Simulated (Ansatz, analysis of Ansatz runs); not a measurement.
# Al3GaN4 (Pm), nudged elastic band: H transfer from N to N (q = +1), part 5 of 5

Aim: the barrier of one jump in Al3GaN4 (Pm) at charge +1: H transfer from N to N. The model is a cell of 96 host atoms with 1 H put in; H is the atom that moves.

Ansatz 0.2.0; plane-wave PAW DFT, PBEsol; nudged elastic band between two relaxed defect structures at fixed charge in a uniform background.

So far, barrier forward (eV): step 4 (nudged elastic band, charge +1, PBEsol) 0.535; step 6 (barrier from single points, PBEsol, denser k-mesh) 0.535; step 8 (barrier from single points, r2SCAN) 0.675.

**9. Single point at the top of the path, PBEsol**

A single point at the top of the band gives the levels near the gap and the populations there.

This step: plane-wave PAW DFT, PBEsol; single point of a defect supercell on a structure of the PBEsol path.

File qp1.top.probe/input.yaml:

```yaml
crystal:
  lattice:
    - [10.08692303, 0.0, 0.00025291]
    - [0.0, 9.39015873, 0.0]
    - [-0.00644803, 0.0, 10.83602103]
  atoms:
    - { symbol: Al, position: [0.25126532, 0.16658717, 0.08506806] }
    - { symbol: Al, position: [0.00246398, 0.16645428, 0.41778453] }
    - { symbol: Al, position: [0.00203367, 8.307e-05, 0.16586285] }
    - { symbol: Ga, position: [0.25104505, 3.48e-05, 0.33334086] }
    - { symbol: "N", position: [0.05739302, 9.047e-05, 0.33331602] }
    - { symbol: "N", position: [0.06278926, 0.16673997, 0.08386477] }
    - { symbol: "N", position: [0.31396426, 0.16619322, 0.42191214] }
    - { symbol: "N", position: [0.313473, 4.684e-05, 0.16407584] }
    - { symbol: Al, position: [0.24910621, 0.16605831, 0.5851124] }
    - { symbol: Al, position: [0.0008705, 0.1665701, 0.91771969] }
    - { symbol: Al, position: [0.00020832, 7.633e-05, 0.66644594] }
    - { symbol: Ga, position: [0.24964772, 4.965e-05, 0.83449748] }
    - { symbol: "N", position: [0.05590457, 9.354e-05, 0.83348611] }
    - { symbol: "N", position: [0.06046885, 0.16702989, 0.58427271] }
    - { symbol: "N", position: [0.31309662, 0.16695519, 0.92134957] }
    - { symbol: "N", position: [0.31140855, 4.619e-05, 0.66429002] }
    - { symbol: Al, position: [0.25116761, 0.5000459, 0.08496546] }
    - { symbol: Al, position: [-0.0018956, 0.50010324, 0.41714876] }
    - { symbol: Al, position: [0.00374195, 0.33358951, 0.16569506] }
    - { symbol: Ga, position: [0.25361607, 0.3327377, 0.33663656] }
    - { symbol: "N", position: [0.05896522, 0.33506774, 0.33464977] }
    - { symbol: "N", position: [0.06290532, 0.50008019, 0.08341871] }
    - { symbol: "N", position: [0.32685669, 0.50007133, 0.43185469] }
    - { symbol: "N", position: [0.3131291, 0.33420537, 0.16611189] }
    - { symbol: Al, position: [0.24018174, 0.50004054, 0.59195041] }
    - { symbol: Al, position: [0.00028367, 0.50010131, 0.91763574] }
    - { symbol: Al, position: [-0.00276638, 0.33233736, 0.66653804] }
    - { symbol: Ga, position: [0.24840548, 0.33282212, 0.83552405] }
    - { symbol: "N", position: [0.05450565, 0.33351659, 0.83301606] }
    - { symbol: "N", position: [0.05596102, 0.50008406, 0.58378573] }
    - { symbol: "N", position: [0.31251737, 0.500116, 0.92118342] }
    - { symbol: "N", position: [0.30911635, 0.33345611, 0.66486088] }
    - { symbol: Al, position: [0.25126497, 0.83348589, 0.08507197] }
    - { symbol: Al, position: [0.002475, 0.83373621, 0.41778301] }
    - { symbol: Al, position: [0.00375286, 0.666573, 0.16569885] }
    - { symbol: Ga, position: [0.25362464, 0.66734611, 0.33665142] }
    - { symbol: "N", position: [0.05897533, 0.66511213, 0.33465401] }
    - { symbol: "N", position: [0.06278521, 0.83342176, 0.08386544] }
    - { symbol: "N", position: [0.31396631, 0.83400096, 0.42191056] }
    - { symbol: "N", position: [0.31313025, 0.66588957, 0.16611539] }
    - { symbol: Al, position: [0.24911004, 0.83401798, 0.5851116] }
    - { symbol: Al, position: [0.00086832, 0.83363158, 0.91771822] }
    - { symbol: Al, position: [-0.00276785, 0.6678309, 0.66653653] }
    - { symbol: Ga, position: [0.24840498, 0.66728175, 0.83551964] }
    - { symbol: "N", position: [0.05450704, 0.666675, 0.83301748] }
    - { symbol: "N", position: [0.06048055, 0.83312554, 0.58426553] }
    - { symbol: "N", position: [0.31310223, 0.83326858, 0.92134721] }
    - { symbol: "N", position: [0.30912512, 0.66663995, 0.66485802] }
    - { symbol: Al, position: [0.75187317, 0.16627014, 0.08214033] }
    - { symbol: Al, position: [0.50155089, 0.16550471, 0.41620289] }
    - { symbol: Al, position: [0.50229548, 8.29e-05, 0.16456988] }
    - { symbol: Ga, position: [0.75144045, 4.708e-05, 0.3318851] }
    - { symbol: "N", position: [0.55731075, 0.00010506, 0.33196794] }
    - { symbol: "N", position: [0.562845, 0.16584601, 0.08108928] }
    - { symbol: "N", position: [0.81453002, 0.16623969, 0.41967517] }
    - { symbol: "N", position: [0.81307103, 4.954e-05, 0.16231885] }
    - { symbol: Al, position: [0.74987557, 0.1660381, 0.58263244] }
    - { symbol: Al, position: [0.50074693, 0.16607002, 0.91601674] }
    - { symbol: Al, position: [0.50015342, 8.019e-05, 0.66483566] }
    - { symbol: Ga, position: [0.74974759, 4.677e-05, 0.8322085] }
    - { symbol: "N", position: [0.55568845, 9.656e-05, 0.83132975] }
    - { symbol: "N", position: [0.56094296, 0.16675022, 0.58217734] }
    - { symbol: "N", position: [0.81297477, 0.16673697, 0.9186166] }
    - { symbol: "N", position: [0.81134694, 4.385e-05, 0.66234091] }
    - { symbol: Al, position: [0.751989, 0.50003805, 0.08269687] }
    - { symbol: Al, position: [0.5197939, 0.5001179, 0.39661398] }
    - { symbol: Al, position: [0.50201625, 0.33151483, 0.16129035] }
    - { symbol: Ga, position: [0.75453236, 0.32967324, 0.32959006] }
    - { symbol: "N", position: [0.56025774, 0.32816656, 0.32717804] }
    - { symbol: "N", position: [0.56254555, 0.50007628, 0.08227445] }
    - { symbol: "N", position: [0.80854185, 0.50012095, 0.41810736] }
    - { symbol: "N", position: [0.81481922, 0.33310471, 0.16119177] }
    - { symbol: Al, position: [0.74785482, 0.50004721, 0.58160471] }
    - { symbol: Al, position: [0.50011214, 0.50010231, 0.91638314] }
    - { symbol: Al, position: [0.49761558, 0.32895377, 0.66668471] }
    - { symbol: Ga, position: [0.74919154, 0.33335023, 0.8330638] }
    - { symbol: "N", position: [0.55506472, 0.33380648, 0.83165235] }
    - { symbol: "N", position: [0.54732504, 0.50008914, 0.57563854] }
    - { symbol: "N", position: [0.81240861, 0.50010422, 0.91898101] }
    - { symbol: "N", position: [0.80749111, 0.33453855, 0.66164576] }
    - { symbol: Al, position: [0.75187822, 0.83381243, 0.08213728] }
    - { symbol: Al, position: [0.50154877, 0.83471033, 0.41620766] }
    - { symbol: Al, position: [0.50201307, 0.66865618, 0.16127424] }
    - { symbol: Ga, position: [0.75454841, 0.67044391, 0.3295838] }
    - { symbol: "N", position: [0.56027113, 0.67206026, 0.32715561] }
    - { symbol: "N", position: [0.56285112, 0.83432309, 0.08108148] }
    - { symbol: "N", position: [0.81454343, 0.83397522, 0.41967338] }
    - { symbol: "N", position: [0.8148258, 0.66699465, 0.16119278] }
    - { symbol: Al, position: [0.74987553, 0.83403501, 0.58263345] }
    - { symbol: Al, position: [0.50075122, 0.8341325, 0.91601187] }
    - { symbol: Al, position: [0.49761001, 0.67120028, 0.66667894] }
    - { symbol: Ga, position: [0.74918905, 0.66674164, 0.83306223] }
    - { symbol: "N", position: [0.55506174, 0.66638159, 0.83165319] }
    - { symbol: "N", position: [0.56093305, 0.8333966, 0.58217615] }
    - { symbol: "N", position: [0.81297123, 0.83347599, 0.91861145] }
    - { symbol: "N", position: [0.80749319, 0.66556296, 0.66164418] }
    - { symbol: H, position: [0.42144182, 0.50001111, 0.5244503] }
total_charge: 1
basis:
  ecutwfc: 420
  xc_grid: 2
hamiltonian:
  xc: pbesol
kpoints:
  mp_grid: { grid: [1, 1, 1], shift: [0.25, 0.25, 0.25] }
scf:
  occupations: { method: fixed }
  max_iter: 120
output:
  forces: true
  eigenvalues: true
  eigenstates: { localisation: true }
  populations: true
  write_density: true
  write_potential: true
  volumetric_format: npy
  elf: true
checkpoint:
  write: "../qp1.top.probe.run"
  compress: false
  write_wavefunctions: false
  write_every: 100000
```

On the command line:

```
$ ansatz run input.yaml --threads 32 --pin off --max-ram 84787MiB --backend cuda --events-out ev --progress --plain --runs-dir out --max-vram 78GiB
```

Numbers of over 12 decimals in the logs are rounded to 6 here.

Log:

```text
[...]
Crystal: 97 atoms, lattice volume = 1026.364 Å³
Basis set: ecut = 420 eV, 20007 PW (Γ), exchange–correlation on 144×128×150 points (8 copies of the dense FFT grid, shifted against one another)
Bands: 349, of which v1, the nominal top of the filled ones, is band 252 counted from 1 (251 counted from 0)
Symmetry: 1 space group operations
[...]
k-points: 1
[...]
SCF iter   1: F=—  HF=-82111.795994 eV  |F-HF|=—  |Δ(HF+E_count)|=         —  Δρ=9.89e-3  dr2=1.38e0  ethr=1.77e-3  ⟨swp⟩=4.0  Hψ=1193  notcnv=0  defer=93
[...]
SCF iter   6: F=—  HF=-82111.364854 eV  |F-HF|=—  |Δ(HF+E_count)|=   1.20e-4  Δρ=5.58e-5  dr2=4.12e-5  ethr=7.07e-8  ⟨swp⟩=2.0  Hψ=507  notcnv=0  defer=93
[...]
SCF iter   8: F=—  HF=-82111.364014 eV  |F-HF|=—  |Δ(HF+E_count)|=   4.94e-7  Δρ=6.15e-6  dr2=4.55e-7  ethr=9.95e-10  ⟨swp⟩=2.0  Hψ=508  notcnv=0  defer=93
[...]
SCF iter  10: F=-82111.364014 eV  HF=-82111.364014 eV  |F-HF|=4.37e-10  |Δ(HF+E_count)|=   4.59e-8  Δρ=7.79e-7  dr2=5.49e-9  ethr=1.98e-11  ⟨swp⟩=10.0  Hψ=2188  notcnv=0
SCF 1 converged in 10 iterations: F = -82111.364014 eV  dr2 = 5.49e-9
[...]
SCF converged after 10 iterations
[...]
--- Löwdin populations: 97 sites ---
  site symbol       q [e]
     0     Al      1.9087
     1     Al      1.9066
  [... 20 atoms left out ...]
    22      N      5.8154
  [... 1 atom left out ...]
    24     Al      1.9136
  [... 6 atoms left out ...]
    31      N      5.9339
  [... 15 atoms left out ...]
    47      N      5.9339
  [... 17 atoms left out ...]
    65     Al      1.8621
  [... 2 atoms left out ...]
    68      N      5.9449
  [... 5 atoms left out ...]
    74     Al      1.9128
  [... 2 atoms left out ...]
    77      N      5.9408
  [... 12 atoms left out ...]
    90     Al      1.9124
  [... 5 atoms left out ...]
    96      H      0.7276
  spilling = 0.005458 (of n_electrons = 504.000000)
```

Elapsed: 2.1 s, on 1 × NVIDIA GB200 with 32 threads of Arm Neoverse V2, shared host; peak memory 1.4 GiB.

This step gave:

| Property | Result |
| --- | --- |
| free energy | -82111.3640 eV |

From eigenstates.tsv, first k-point; energies on the run's zero. The participation number counts the atoms that a state is spread over, of 97; bands count from 0.

| spin | band | energy (eV) | occupation | participation | largest share on | share |
| --- | --- | --- | --- | --- | --- | --- |
| both | 246 | 7.291 | 2.00 | 52.1 | N95 | 0.04 |
| both | 247 | 7.316 | 2.00 | 55.0 | N63 | 0.04 |
| both | 248 | 7.347 | 2.00 | 43.4 | N15 | 0.05 |
| both | 249 | 7.368 | 2.00 | 54.5 | N87 | 0.04 |
| both | 250 | 7.549 | 2.00 | 53.9 | N95 | 0.04 |
| both | 251 | 7.560 | 2.00 | 52.4 | N95 | 0.04 |
| both | 252 | 11.879 | 0.00 | 71.5 | N23 | 0.04 |
| both | 253 | 12.401 | 0.00 | 63.4 | Ga20 | 0.05 |
| both | 254 | 12.437 | 0.00 | 65.2 | Ga36 | 0.05 |
| both | 255 | 12.715 | 0.00 | 84.1 | Al25 | 0.02 |
| both | 256 | 12.857 | 0.00 | 81.9 | Al66 | 0.03 |

Under PBEsol at one point at (¼, ¼, ¼), the highest filled state is spread over 52 of 97 atoms, and the lowest empty one, 4.32 eV above it, is spread over 71 of 97 atoms.

The distance between the highest filled and the lowest empty level goes from 4.36 eV at the start to 4.32 eV at the top.

**10. Summary of results**

| Quantity | Value |
| --- | --- |
| barrier forward | 0.53 eV |
| barrier backward | 0.71 eV |
| end less start | -0.18 eV |
| hop length | 1.92 Å |
| band iterations, as the log counts them | 9 |
| barrier from single points, PBEsol, denser k-mesh | 0.54 eV |
| barrier from single points, r2SCAN | 0.68 eV |

What this shows: The top of the band lies 0.53 eV above the start and 0.71 eV above the end. For hydrogen, zero-point energy and tunnelling change the rate much, so no rate follows from this barrier alone. Across functionals on this path (PBEsol 0.535 and r2SCAN 0.675 eV) the forward values spread by 0.141 eV. The order of the top as a saddle was not checked for all atoms, so a bent path could be lower. No image-charge correction is applied; it largely cancels along a path if the charge stays localised alike. Limits: one k-point off the zone centre stands for the whole zone.

[Logs are printed without paths, hosts, clocks, repeated set-up lines and the standing remarks that a program may print on its own settings, such as how far it seeks lower states.]

[Hosts, paths, dates, database ids (printed as entryN), source tags and the programs' standing remarks are cut or masked in the printed files.]
